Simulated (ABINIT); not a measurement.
**BeH2 (P-3m1): third-order response**

Which lines does BeH2 (P-3m1) show in Raman and infrared spectra?

Method: DFT LDA, scalar-relativistic, plane waves, HGH norm-conserving pseudopotentials, in ABINIT 10.8.3.

The structure was built from a prototype and need not be the compound's stable phase.

**1. Set-up**

The structure is trigonal, space group P-3m1 (No. 164). The conventional cell has a = 2.682 Å, b = 2.682 Å, c = 4.346 Å, α = 90.00°, β = 90.00°, γ = 120.00°. Be has 6 H at 1.89 Å nearest. Nearest to H lie 3 Be at 1.89 Å. Farther neighbours are not listed.

**2. A first look**

A first run with smearing and empty bands tells whether the crystal has a gap, which decides between fixed occupations and smearing later on.

probe.abi

```
# ground state
tolvrs 1.0d-08
prtden 1
prtwf 1

# basis, mesh and filling
ecut 40.0
ixc 7
ngkpt 9 9 4
nshiftk 1
shiftk 0.0 0.0 0.0
istwfk *1
occopt 7
tsmear 0.005
nband 7
nstep 100
diemac 9.0
prtebands 0
prtgsr 0

# cell and atoms
acell 3*1.0 Angstrom
rprim 
    2.682498184 0.0 0.0
    -1.341249092 2.323111573 0.0
    0.0 0.0 4.34565
ntypat 2
znucl 4 1
natom 3
typat 1 2 2
xred 
    0.0 0.0 0.0
    1/3 2/3 0.25
    2/3 1/3 0.75
pp_dirpath "./pseudo"
pseudos "Be.hgh, H.hgh"
```

Command:

```sh
$ OMP_NUM_THREADS=1 mpirun -n 2 abinit probe.abi > probe.log
```

Numbers of over 12 decimals in the logs are rounded to 6 here.

probe.abo, the main output file:

```text
[banners, grids, parts of the stress and lines that vanish by symmetry left out]
- input  file    -> probe.abi
- output file    -> probe.abo
- root for input  files -> probei
[...]
Symmetries : space group P-3 m 1 (#164); Bravais hP (primitive hexag.)
[...]
mpw =        2226          nfft =       43200          nkpt =          43
[...]
== DATASET  1 ==================================================================
[...]
cutoff_energies: {ecut:  40.0, pawecutdg:  -1.0, }
[...]
Exchange-correlation functional for the present dataset will be:
  LDA: Perdew-Wang 92 LSD fit to Ceperley-Alder data - ixc=7
[...]
ETOT  1  -2.228900    -2.229E+00 3.108E-02 2.940E+02
 ETOT  2  -2.251319    -2.242E-02 1.822E-04 5.520E+00
 ETOT  3  -2.251611    -2.925E-04 1.837E-04 6.680E-01
 ETOT  4  -2.251651    -3.960E-05 6.011E-05 2.007E-03
 ETOT  5  -2.251651    -1.184E-07 2.631E-05 1.618E-05
 ETOT  6  -2.251651    -7.610E-10 7.991E-06 3.691E-07
 ETOT  7  -2.251651    -1.942E-11 3.757E-06 2.845E-09
 At SCF step    7       vres2   =  2.84E-09 < tolvrs=  1.00E-08 =>converged.
[...]
sigma(1 1)=  8.00969943E-04  sigma(3 2)=  0.00000000E+00
  sigma(2 2)=  8.00969943E-04  sigma(3 1)=  0.00000000E+00
  sigma(3 3)=  6.00322295E-04  sigma(2 1)=  0.00000000E+00
[...]
convergence: {deltae: -1.942E-11, res2:  2.845E-09, residm:  3.757E-06, diffor: null, }
etotal    :  -2.25165072E+00
[...]
sigma(1 1)=  8.00969943E-04  sigma(3 2)=  0.00000000E+00
  sigma(2 2)=  8.00969943E-04  sigma(3 1)=  0.00000000E+00
  sigma(3 3)=  6.00322295E-04  sigma(2 1)=  0.00000000E+00
[...]
- sigma(1 1)=  2.35653493E+01  sigma(3 2)=  0.00000000E+00
- sigma(2 2)=  2.35653493E+01  sigma(3 1)=  0.00000000E+00
- sigma(3 3)=  1.76620917E+01  sigma(2 1)=  0.00000000E+00
[...]
fcart     -3.5411927997E-29 -2.0445086161E-29 -0.0000000000E+00
           strten      8.0096994317E-04  8.0096994315E-04  6.0032229511E-04
================================================================================

[key lines of the parts left out:]
pressure_GPa:  -2.1598E+01
```

Elapsed: 17 s, on 2 MPI ranks of AMD EPYC (Zen 3), shared host; 32 s of CPU time.

Read from the output:

```
volume per atom   : 9.027 Å³
pressure          : -21.60 GPa
gap on the k-mesh : 2.951 eV
```

A gap of 3.0 eV opens on this mesh, so the crystal is taken as an insulator; the printed pressure holds the stress of the finite basis too.

**3. Rough relaxation**

The typed start is rough, so a first relaxation with smearing and loose thresholds takes it towards rest cheaply.

prerelax.abi

```
# relaxation
ionmov 2
optcell 2
dilatmx 1.15
chkdilatmx 0
ntime 40
tolmxf 3.0d-04
tolvrs 1.0d-10
prtwf 0
prtden 0
chksymtnons 0

# basis, mesh and filling
ecut 40.0
ecutsm 3.0
ixc 7
ngkpt 9 9 4
nshiftk 1
shiftk 0.0 0.0 0.0
istwfk *1
occopt 7
tsmear 0.005
nband 7
nstep 100
diemac 9.0
prtebands 0
prtgsr 0

# cell and atoms
acell 3*1.0 Angstrom
rprim 
    2.682498184 0.0 0.0
    -1.341249092 2.323111573 0.0
    0.0 0.0 4.34565
ntypat 2
znucl 4 1
natom 3
typat 1 2 2
xred 
    0.0 0.0 0.0
    1/3 2/3 0.25
    2/3 1/3 0.75
pp_dirpath "./pseudo"
pseudos "Be.hgh, H.hgh"
```

Command:

```sh
$ OMP_NUM_THREADS=1 mpirun -n 2 abinit prerelax.abi > prerelax.log
```

prerelax.abo, the main output file:

```text
[banners, grids, parts of the stress and lines that vanish by symmetry left out]
- input  file    -> prerelax.abi
- output file    -> prerelax.abo
- root for input  files -> prerelaxi
[...]
Symmetries : space group P-3 m 1 (#164); Bravais hP (primitive hexag.)
[...]
mpw =        3396          nfft =       69984          nkpt =          43
[...]
== DATASET  1 ==================================================================
[...]
cutoff_energies: {ecut:  40.0, pawecutdg:  -1.0, }
[...]
Exchange-correlation functional for the present dataset will be:
  LDA: Perdew-Wang 92 LSD fit to Ceperley-Alder data - ixc=7
[...]
ETOT  1  -2.229199    -2.229E+00 3.808E-02 4.747E+02
 ETOT  2  -2.251122    -2.192E-02 6.895E-04 9.143E+00
 ETOT  3  -2.251428    -3.058E-04 3.763E-04 1.109E+00
 ETOT  4  -2.251469    -4.102E-05 1.049E-03 3.366E-03
 ETOT  5  -2.251469    -1.161E-07 6.877E-04 2.501E-05
[...]
ETOT  5  -2.289823    -3.393E-13 9.544E-06 6.318E-11
 At SCF step    5       vres2   =  6.32E-11 < tolvrs=  1.00E-10 =>converged.
[...]
sigma(1 1)=  7.79989634E-07  sigma(3 2)=  0.00000000E+00
  sigma(2 2)=  7.79989669E-07  sigma(3 1)=  0.00000000E+00
  sigma(3 3)= -9.64053308E-08  sigma(2 1)=  0.00000000E+00
[...]
convergence: {deltae: -3.393E-13, res2:  6.318E-11, residm:  9.544E-06, diffor: null, }
etotal    :  -2.28982257E+00
[...]
At Broyd/MD step  13, gradients are converged :
[...]
sigma(1 1)=  7.79989634E-07  sigma(3 2)=  0.00000000E+00
  sigma(2 2)=  7.79989669E-07  sigma(3 1)=  0.00000000E+00
  sigma(3 3)= -9.64053308E-08  sigma(2 1)=  0.00000000E+00
[...]
- sigma(1 1)=  2.29480873E-02  sigma(3 2)=  0.00000000E+00
- sigma(2 2)=  2.29480884E-02  sigma(3 1)=  0.00000000E+00
- sigma(3 3)= -2.83634276E-03  sigma(2 1)=  0.00000000E+00
[...]
fcart     -6.2812008013E-29  1.2088176578E-29  1.1293772630E-21
           strten      7.7998963384E-07  7.7998966930E-07 -9.6405330828E-08
================================================================================

[key lines of the parts left out:]
pressure_GPa:  -1.4353E-02
Total energy (etotal) [Ha]= -2.28982256703163E+00
```

Wall time 5.8 min (2 MPI ranks).

The steps of the relaxation:

```
step  energy less that of the first step (eV)  largest force (eV/Å)  volume (Å³)
   1                                   0.0000                1.2510        27.08
   2                                  -0.2537                1.1425        25.38
   3                                  -0.7542                0.8722        13.72
   4                                  -1.0193                0.2864        18.17
   5                                  -1.0417                0.0888        17.20
   6                                  -1.0421                0.0517        17.05
   7                                  -1.0422                0.0486        17.05
   8                                  -1.0428                0.0023        17.18
   9                                  -1.0429                0.0008        17.21
  10                                  -1.0432                0.0107        17.36
  11                                  -1.0435                0.0108        17.46
  12                                  -1.0436                0.0043        17.51
  13                                  -1.0437                0.0007        17.50
```

```
     cell as run  before  after   change
           a (Å)   2.682  2.268  -15.4 %
           b (Å)   2.682  2.268  -15.4 %
           c (Å)   4.346  3.928   -9.6 %
volume (Å³/atom)    9.03   5.83  -35.4 %
```

The atoms that moved most (Å, as changes of fractional coordinates times the final cell):

```
atom     dx     dy      dz  length
  H2  0.000  0.000  -0.106   0.106
  H3  0.000  0.000   0.106   0.106
```

Final coordinates:

```
Be H
1.0
     2.26849    0.00000    0.00000
    -1.13425    1.96457    0.00000
     0.00000    0.00000    3.92783
Be H
1 2
Direct
  0.00000 0.00000 0.00000
  0.33333 0.66667 0.22293
  0.66667 0.33333 0.77707
```

Read from the output:

```yaml
volume_per_atom: 5.835 Å³
pressure: -0.01435 GPa
gap_on_the_k_mesh: 3.752 eV
```

The volume changes by -35.4 % in this run and stands -35.4 % from the first cell.

**4. Rough relaxation**

The cell changed much, so the rough relaxation is repeated on a basis made for the new cell.

Edit prerelax.abi of step 3 so:

```diff
@@ -31,5 +31,5 @@
 rprim 
-    2.682498184 0.0 0.0
-    -1.341249092 2.323111573 0.0
-    0.0 0.0 4.34565
+    2.268493771 0.0 0.0
+    -1.134246886 1.964573234 0.0
+    0.0 0.0 3.927832864
 ntypat 2
@@ -40,4 +40,4 @@
     0.0 0.0 0.0
-    1/3 2/3 0.25
-    2/3 1/3 0.75
+    1/3 2/3 0.2229330032
+    2/3 1/3 0.7770669968
 pp_dirpath "./pseudo"
```

prerelax.abo, the main output file:

```text
[banners, grids, parts of the stress and lines that vanish by symmetry left out]
- input  file    -> prerelax.abi
- output file    -> prerelax.abo
- root for input  files -> prerelaxi
[...]
Symmetries : space group P-3 m 1 (#164); Bravais hP (primitive hexag.)
[...]
mpw =        2193          nfft =       45000          nkpt =          43
[...]
== DATASET  1 ==================================================================
[...]
cutoff_energies: {ecut:  40.0, pawecutdg:  -1.0, }
[...]
Exchange-correlation functional for the present dataset will be:
  LDA: Perdew-Wang 92 LSD fit to Ceperley-Alder data - ixc=7
[...]
ETOT  1  -2.247659    -2.248E+00 5.801E-02 8.586E+02
 ETOT  2  -2.289314    -4.166E-02 2.829E-03 1.489E+01
 ETOT  3  -2.289804    -4.900E-04 2.101E-04 5.557E-01
 ETOT  4  -2.289822    -1.821E-05 4.956E-05 1.453E-03
 ETOT  5  -2.289823    -1.043E-07 6.937E-06 1.841E-05
 ETOT  6  -2.289823    -7.091E-10 1.377E-05 5.718E-07
 ETOT  7  -2.289823    -2.376E-11 1.902E-06 8.674E-09
 ETOT  8  -2.289823    -3.899E-13 4.191E-06 6.404E-12
 At SCF step    8       vres2   =  6.40E-12 < tolvrs=  1.00E-10 =>converged.
[...]
sigma(1 1)=  7.79784158E-07  sigma(3 2)=  0.00000000E+00
  sigma(2 2)=  7.79784147E-07  sigma(3 1)=  0.00000000E+00
  sigma(3 3)= -9.63092513E-08  sigma(2 1)= -2.08099269E-13
[...]
convergence: {deltae: -3.899E-13, res2:  6.404E-12, residm:  4.191E-06, diffor: null, }
etotal    :  -2.28982257E+00
[...]
At Broyd/MD step   1, gradients are converged :
[...]
sigma(1 1)=  7.79784158E-07  sigma(3 2)=  0.00000000E+00
  sigma(2 2)=  7.79784147E-07  sigma(3 1)=  0.00000000E+00
  sigma(3 3)= -9.63092513E-08  sigma(2 1)= -2.08099269E-13
[...]
- sigma(1 1)=  2.29420420E-02  sigma(3 2)=  0.00000000E+00
- sigma(2 2)=  2.29420417E-02  sigma(3 1)=  0.00000000E+00
- sigma(3 3)= -2.83351600E-03  sigma(2 1)= -6.12249186E-09
[...]
fcart     -0.0000000000E+00 -3.8682165022E-28 -5.6468863150E-22
           strten      7.7978415803E-07  7.7978414741E-07 -9.6309251302E-08
================================================================================

[key lines of the parts left out:]
pressure_GPa:  -1.4350E-02
Total energy (etotal) [Ha]= -2.28982257254437E+00
```

Run time: 17 s. Hardware: 2 MPI ranks; 33 s of CPU time.

Little changed from the start: no atom moved by 0.005 Å and no cell edge by 0.1 %.

The volume changes by +0.0 % in this run and stands -35.4 % from the first cell.

**5. Relaxing the cell and atoms**

The harmonic expansion needs vanishing forces, and a free crystal bears no stress, so cell and atoms are brought to rest. Stress is more sensitive to the basis than forces are: the last 3 Ha under the cutoff are smoothed with ecutsm, and the cutoff is raised above that of the later runs.

relax.abi

```
# relaxation
ionmov 2
optcell 2
dilatmx 1.08
ntime 40
tolmxf 1.0d-05
tolvrs 1.0d-14
prtwf 0
prtden 0
chksymtnons 0

# basis, mesh and filling
ecut 49.0
ecutsm 3.0
ixc 7
ngkpt 9 9 4
nshiftk 1
shiftk 0.0 0.0 0.0
istwfk *1
occopt 1
nband 2
nstep 100
diemac 9.0
prtebands 0
prtgsr 0

# cell and atoms
acell 3*1.0 Angstrom
rprim 
    2.268493772 0.0 0.0
    -1.134246886 1.964573235 0.0
    0.0 0.0 3.927832867
ntypat 2
znucl 4 1
natom 3
typat 1 2 2
xred 
    0.0 0.0 0.0
    1/3 2/3 0.2229330032
    2/3 1/3 0.7770669968
pp_dirpath "./pseudo"
pseudos "Be.hgh, H.hgh"
```

Command:

```sh
$ OMP_NUM_THREADS=1 mpirun -n 2 abinit relax.abi > relax.log
```

relax.abo, the main output file:

```text
[banners, grids, parts of the stress and lines that vanish by symmetry left out]
- input  file    -> relax.abi
- output file    -> relax.abo
- root for input  files -> relaxi
[...]
Symmetries : space group P-3 m 1 (#164); Bravais hP (primitive hexag.)
[...]
mpw =        2456          nfft =       48600          nkpt =          43
[...]
== DATASET  1 ==================================================================
[...]
cutoff_energies: {ecut:  49.0, pawecutdg:  -1.0, }
[...]
Exchange-correlation functional for the present dataset will be:
  LDA: Perdew-Wang 92 LSD fit to Ceperley-Alder data - ixc=7
[...]
ETOT  1  -2.244122    -2.244E+00 1.078E-01 9.739E+02
 ETOT  2  -2.290507    -4.638E-02 3.491E-07 1.168E+01
 ETOT  3  -2.290904    -3.968E-04 2.148E-06 9.095E-01
 ETOT  4  -2.290934    -3.053E-05 3.104E-07 1.793E-03
 ETOT  5  -2.290934    -8.101E-08 3.059E-10 7.727E-06
[...]
At SCF step   10       vres2   =  4.92E-17 < tolvrs=  1.00E-14 =>converged.
[...]
sigma(1 1)=  3.68643476E-06  sigma(3 2)=  0.00000000E+00
  sigma(2 2)=  3.68643486E-06  sigma(3 1)=  0.00000000E+00
  sigma(3 3)=  4.54377191E-06  sigma(2 1)=  0.00000000E+00
[...]
convergence: {deltae:  3.642E-14, res2:  4.924E-17, residm:  1.295E-20, diffor: null, }
etotal    :  -2.29093414E+00
[...]
ETOT  1  -2.290934    -2.291E+00 3.522E-07 1.266E-03
[...]
At SCF step    7       vres2   =  6.27E-17 < tolvrs=  1.00E-14 =>converged.
[...]
sigma(1 1)=  2.56102605E-06  sigma(3 2)=  0.00000000E+00
  sigma(2 2)=  2.56102615E-06  sigma(3 1)=  0.00000000E+00
  sigma(3 3)=  3.51987029E-06  sigma(2 1)=  0.00000000E+00
[...]
convergence: {deltae: -1.155E-14, res2:  6.275E-17, residm:  3.734E-21, diffor: null, }
etotal    :  -2.29093433E+00
[...]
ETOT  1  -2.290934    -2.291E+00 5.695E-09 9.639E-03
[...]
At SCF step    7       vres2   =  4.82E-16 < tolvrs=  1.00E-14 =>converged.
[...]
sigma(1 1)= -5.12136439E-07  sigma(3 2)=  0.00000000E+00
  sigma(2 2)= -5.12136338E-07  sigma(3 1)=  0.00000000E+00
  sigma(3 3)=  5.16739594E-07  sigma(2 1)=  0.00000000E+00
[...]
convergence: {deltae: -3.686E-14, res2:  4.818E-16, residm:  2.948E-20, diffor: null, }
etotal    :  -2.29093455E+00
[...]
ETOT  1  -2.290935    -2.291E+00 4.852E-11 1.193E-06
[...]
At SCF step    5       vres2   =  6.95E-15 < tolvrs=  1.00E-14 =>converged.
[...]
sigma(1 1)= -4.43539262E-07  sigma(3 2)=  0.00000000E+00
  sigma(2 2)= -4.43539160E-07  sigma(3 1)=  0.00000000E+00
  sigma(3 3)=  4.00467123E-07  sigma(2 1)=  0.00000000E+00
[...]
convergence: {deltae:  3.464E-14, res2:  6.950E-15, residm:  7.933E-19, diffor: null, }
etotal    :  -2.29093455E+00
[...]
ETOT  1  -2.290935    -2.291E+00 2.323E-06 7.488E-05
[...]
ETOT  5  -2.290935    -1.776E-15 2.356E-17 4.244E-13
 ETOT  6  -2.290935    -3.508E-14 1.612E-19 2.247E-15
 At SCF step    6       vres2   =  2.25E-15 < tolvrs=  1.00E-14 =>converged.
[...]
sigma(1 1)= -5.28335709E-09  sigma(3 2)=  0.00000000E+00
  sigma(2 2)= -5.28325583E-09  sigma(3 1)=  0.00000000E+00
  sigma(3 3)= -3.40858386E-08  sigma(2 1)=  0.00000000E+00
[...]
convergence: {deltae: -3.508E-14, res2:  2.247E-15, residm:  1.612E-19, diffor: null, }
etotal    :  -2.29093456E+00
[...]
At Broyd/MD step   5, gradients are converged :
[...]
sigma(1 1)= -5.28335709E-09  sigma(3 2)=  0.00000000E+00
  sigma(2 2)= -5.28325583E-09  sigma(3 1)=  0.00000000E+00
  sigma(3 3)= -3.40858386E-08  sigma(2 1)=  0.00000000E+00
[...]
- sigma(1 1)= -1.55441732E-04  sigma(3 2)=  0.00000000E+00
- sigma(2 2)= -1.55438753E-04  sigma(3 1)=  0.00000000E+00
- sigma(3 3)= -1.00284000E-03  sigma(2 1)=  0.00000000E+00
[...]
fcart     -0.0000000000E+00 -0.0000000000E+00 -7.0586078938E-23
           strten     -5.2833570881E-09 -5.2832558272E-09 -3.4085838617E-08
================================================================================

[key lines of the parts left out:]
pressure_GPa:   4.3791E-04
Total energy (etotal) [Ha]= -2.29093456012686E+00
```

The job ended after 32 s (2 MPI ranks; 62 s of CPU time).

Little changed from the start: no atom moved by 0.005 Å and no cell edge by 0.1 %.

Read from the output:

| Quantity | Value |
| --- | --- |
| volume per atom | 5.827 Å³ |
| pressure | 4.38e-4 GPa |

The volume changes by -0.1 % in this run and stands -35.4 % from the first cell.

**6. Ground state**

First-order wavefunctions inherit every error of the ground state, hence the very tight tolvrs. The mesh is shifted off Γ, since shifted meshes converge sums over the zone faster.

gs.abi

```
# ground state
tolvrs 1.0d-16
prtden 1
prtwf 1

# basis, mesh and filling
ecut 40.0
ixc 7
ngkpt 9 9 4
nshiftk 1
shiftk 0.0 0.0 0.5
istwfk *1
occopt 1
nband 2
nstep 100
diemac 9.0
prtebands 0
prtgsr 0

# cell and atoms
acell 3*1.0 Angstrom
rprim 
    2.267743426 0.0 0.0
    -1.133871713 1.963923416 0.0
    0.0 0.0 3.925293164
ntypat 2
znucl 4 1
natom 3
typat 1 2 2
xred 
    0.0 0.0 0.0
    1/3 2/3 0.2228392485
    2/3 1/3 0.7771607515
pp_dirpath "./pseudo"
pseudos "Be.hgh, H.hgh"
```

Command:

```sh
$ OMP_NUM_THREADS=1 mpirun -n 2 abinit gs.abi > gs.log
```

gs.abo, the main output file:

```text
[banners, grids, parts of the stress and lines that vanish by symmetry left out]
- input  file    -> gs.abi
- output file    -> gs.abo
- root for input  files -> gsi
[...]
Symmetries : space group P-3 m 1 (#164); Bravais hP (primitive hexag.)
[...]
mpw =        1440          nfft =       32805          nkpt =          38
[...]
== DATASET  1 ==================================================================
[...]
cutoff_energies: {ecut:  40.0, pawecutdg:  -1.0, }
[...]
Exchange-correlation functional for the present dataset will be:
  LDA: Perdew-Wang 92 LSD fit to Ceperley-Alder data - ixc=7
[...]
ETOT  1  -2.248255    -2.248E+00 4.217E-02 6.494E+02
 ETOT  2  -2.289655    -4.140E-02 2.502E-07 8.563E+00
 ETOT  3  -2.290059    -4.030E-04 3.214E-06 5.385E-01
 ETOT  4  -2.290084    -2.592E-05 2.330E-07 1.102E-03
 ETOT  5  -2.290085    -9.592E-08 4.695E-10 6.060E-06
[...]
ETOT  9  -2.290085    -2.087E-14 2.257E-18 1.587E-14
 ETOT 10  -2.290085    -7.994E-15 7.347E-21 3.882E-17
 At SCF step   10       vres2   =  3.88E-17 < tolvrs=  1.00E-16 =>converged.
[...]
sigma(1 1)=  3.22234464E-05  sigma(3 2)=  0.00000000E+00
  sigma(2 2)=  3.22234463E-05  sigma(3 1)=  0.00000000E+00
  sigma(3 3)=  3.52444802E-05  sigma(2 1)=  0.00000000E+00
[...]
convergence: {deltae: -7.994E-15, res2:  3.882E-17, residm:  7.347E-21, diffor: null, }
etotal    :  -2.29008452E+00
[...]
sigma(1 1)=  3.22234464E-05  sigma(3 2)=  0.00000000E+00
  sigma(2 2)=  3.22234463E-05  sigma(3 1)=  0.00000000E+00
  sigma(3 3)=  3.52444802E-05  sigma(2 1)=  0.00000000E+00
[...]
- sigma(1 1)=  9.48046525E-01  sigma(3 2)=  0.00000000E+00
- sigma(2 2)=  9.48046520E-01  sigma(3 1)=  0.00000000E+00
- sigma(3 3)=  1.03692841E+00  sigma(2 1)=  0.00000000E+00
[...]
fcart     -5.8643938304E-28 -3.3858093569E-28 -0.0000000000E+00
           strten      3.2223446413E-05  3.2223446268E-05  3.5244480233E-05
================================================================================

[key lines of the parts left out:]
pressure_GPa:  -9.7767E-01
```

Run time: 6 s. Hardware: 2 MPI ranks.

This step gave:

| Quantity | Value |
| --- | --- |
| pressure | -0.9777 GPa |

The cell stands at -0.98 GPa: the relaxation ran with a smoothed and higher cutoff and on another k mesh.

**7. The gap at rest**

Empty bands on the ground state's density check that the gap assumed so far is there in this cell.

gap.abi

```
# empty bands on the ground state's density
iscf -2
getden_filepath "gso_DEN"
tolwfr 1.0d-12
nbdbuf 2
prtwf 0

# basis, mesh and filling
ecut 40.0
ixc 7
ngkpt 9 9 4
nshiftk 1
shiftk 0.0 0.0 0.0
istwfk *1
occopt 1
nband 6
nstep 100
diemac 9.0
prtebands 0
prtgsr 0

# cell and atoms
acell 3*1.0 Angstrom
rprim 
    2.267743426 0.0 0.0
    -1.133871713 1.963923416 0.0
    0.0 0.0 3.925293164
ntypat 2
znucl 4 1
natom 3
typat 1 2 2
xred 
    0.0 0.0 0.0
    1/3 2/3 0.2228392485
    2/3 1/3 0.7771607515
pp_dirpath "./pseudo"
pseudos "Be.hgh, H.hgh"
```

Command:

```sh
$ OMP_NUM_THREADS=1 mpirun -n 2 abinit gap.abi > gap.log
```

gap.abo, the main output file:

```text
[banners, grids, parts of the stress and lines that vanish by symmetry left out]
- input  file    -> gap.abi
- output file    -> gap.abo
- root for input  files -> gapi
[...]
Symmetries : space group P-3 m 1 (#164); Bravais hP (primitive hexag.)
[...]
mpw =        1452          nfft =       32805          nkpt =          43
[...]
== DATASET  1 ==================================================================
[...]
cutoff_energies: {ecut:  40.0, pawecutdg:  -1.0, }
[...]
Exchange-correlation functional for the present dataset will be:
  LDA: Perdew-Wang 92 LSD fit to Ceperley-Alder data - ixc=7
[...]
-outvars: echo values of variables after computation
            acell      1.8897261259E+00  1.8897261259E+00  1.8897261259E+00 Bohr
================================================================================
```

It took 7.1 s on 2 MPI ranks.

Read from the output:

```yaml
gap_on_the_k_mesh: 3.755 eV
```

In this cell the gap on the mesh is 3.8 eV, indirect (smallest direct 3.8 eV), so fixed occupations hold.

(Continued in part 2 of 2.)

[Host names and launcher messages were left out of these logs when they were recorded.]

[Logs are printed without paths, hosts, clocks, repeated set-up lines and the standing remarks that a program may print on its own settings, such as how far it seeks lower states.]

[Hosts, paths, dates, database ids (printed as entryN), source tags and the programs' standing remarks are cut or masked in the printed files.]
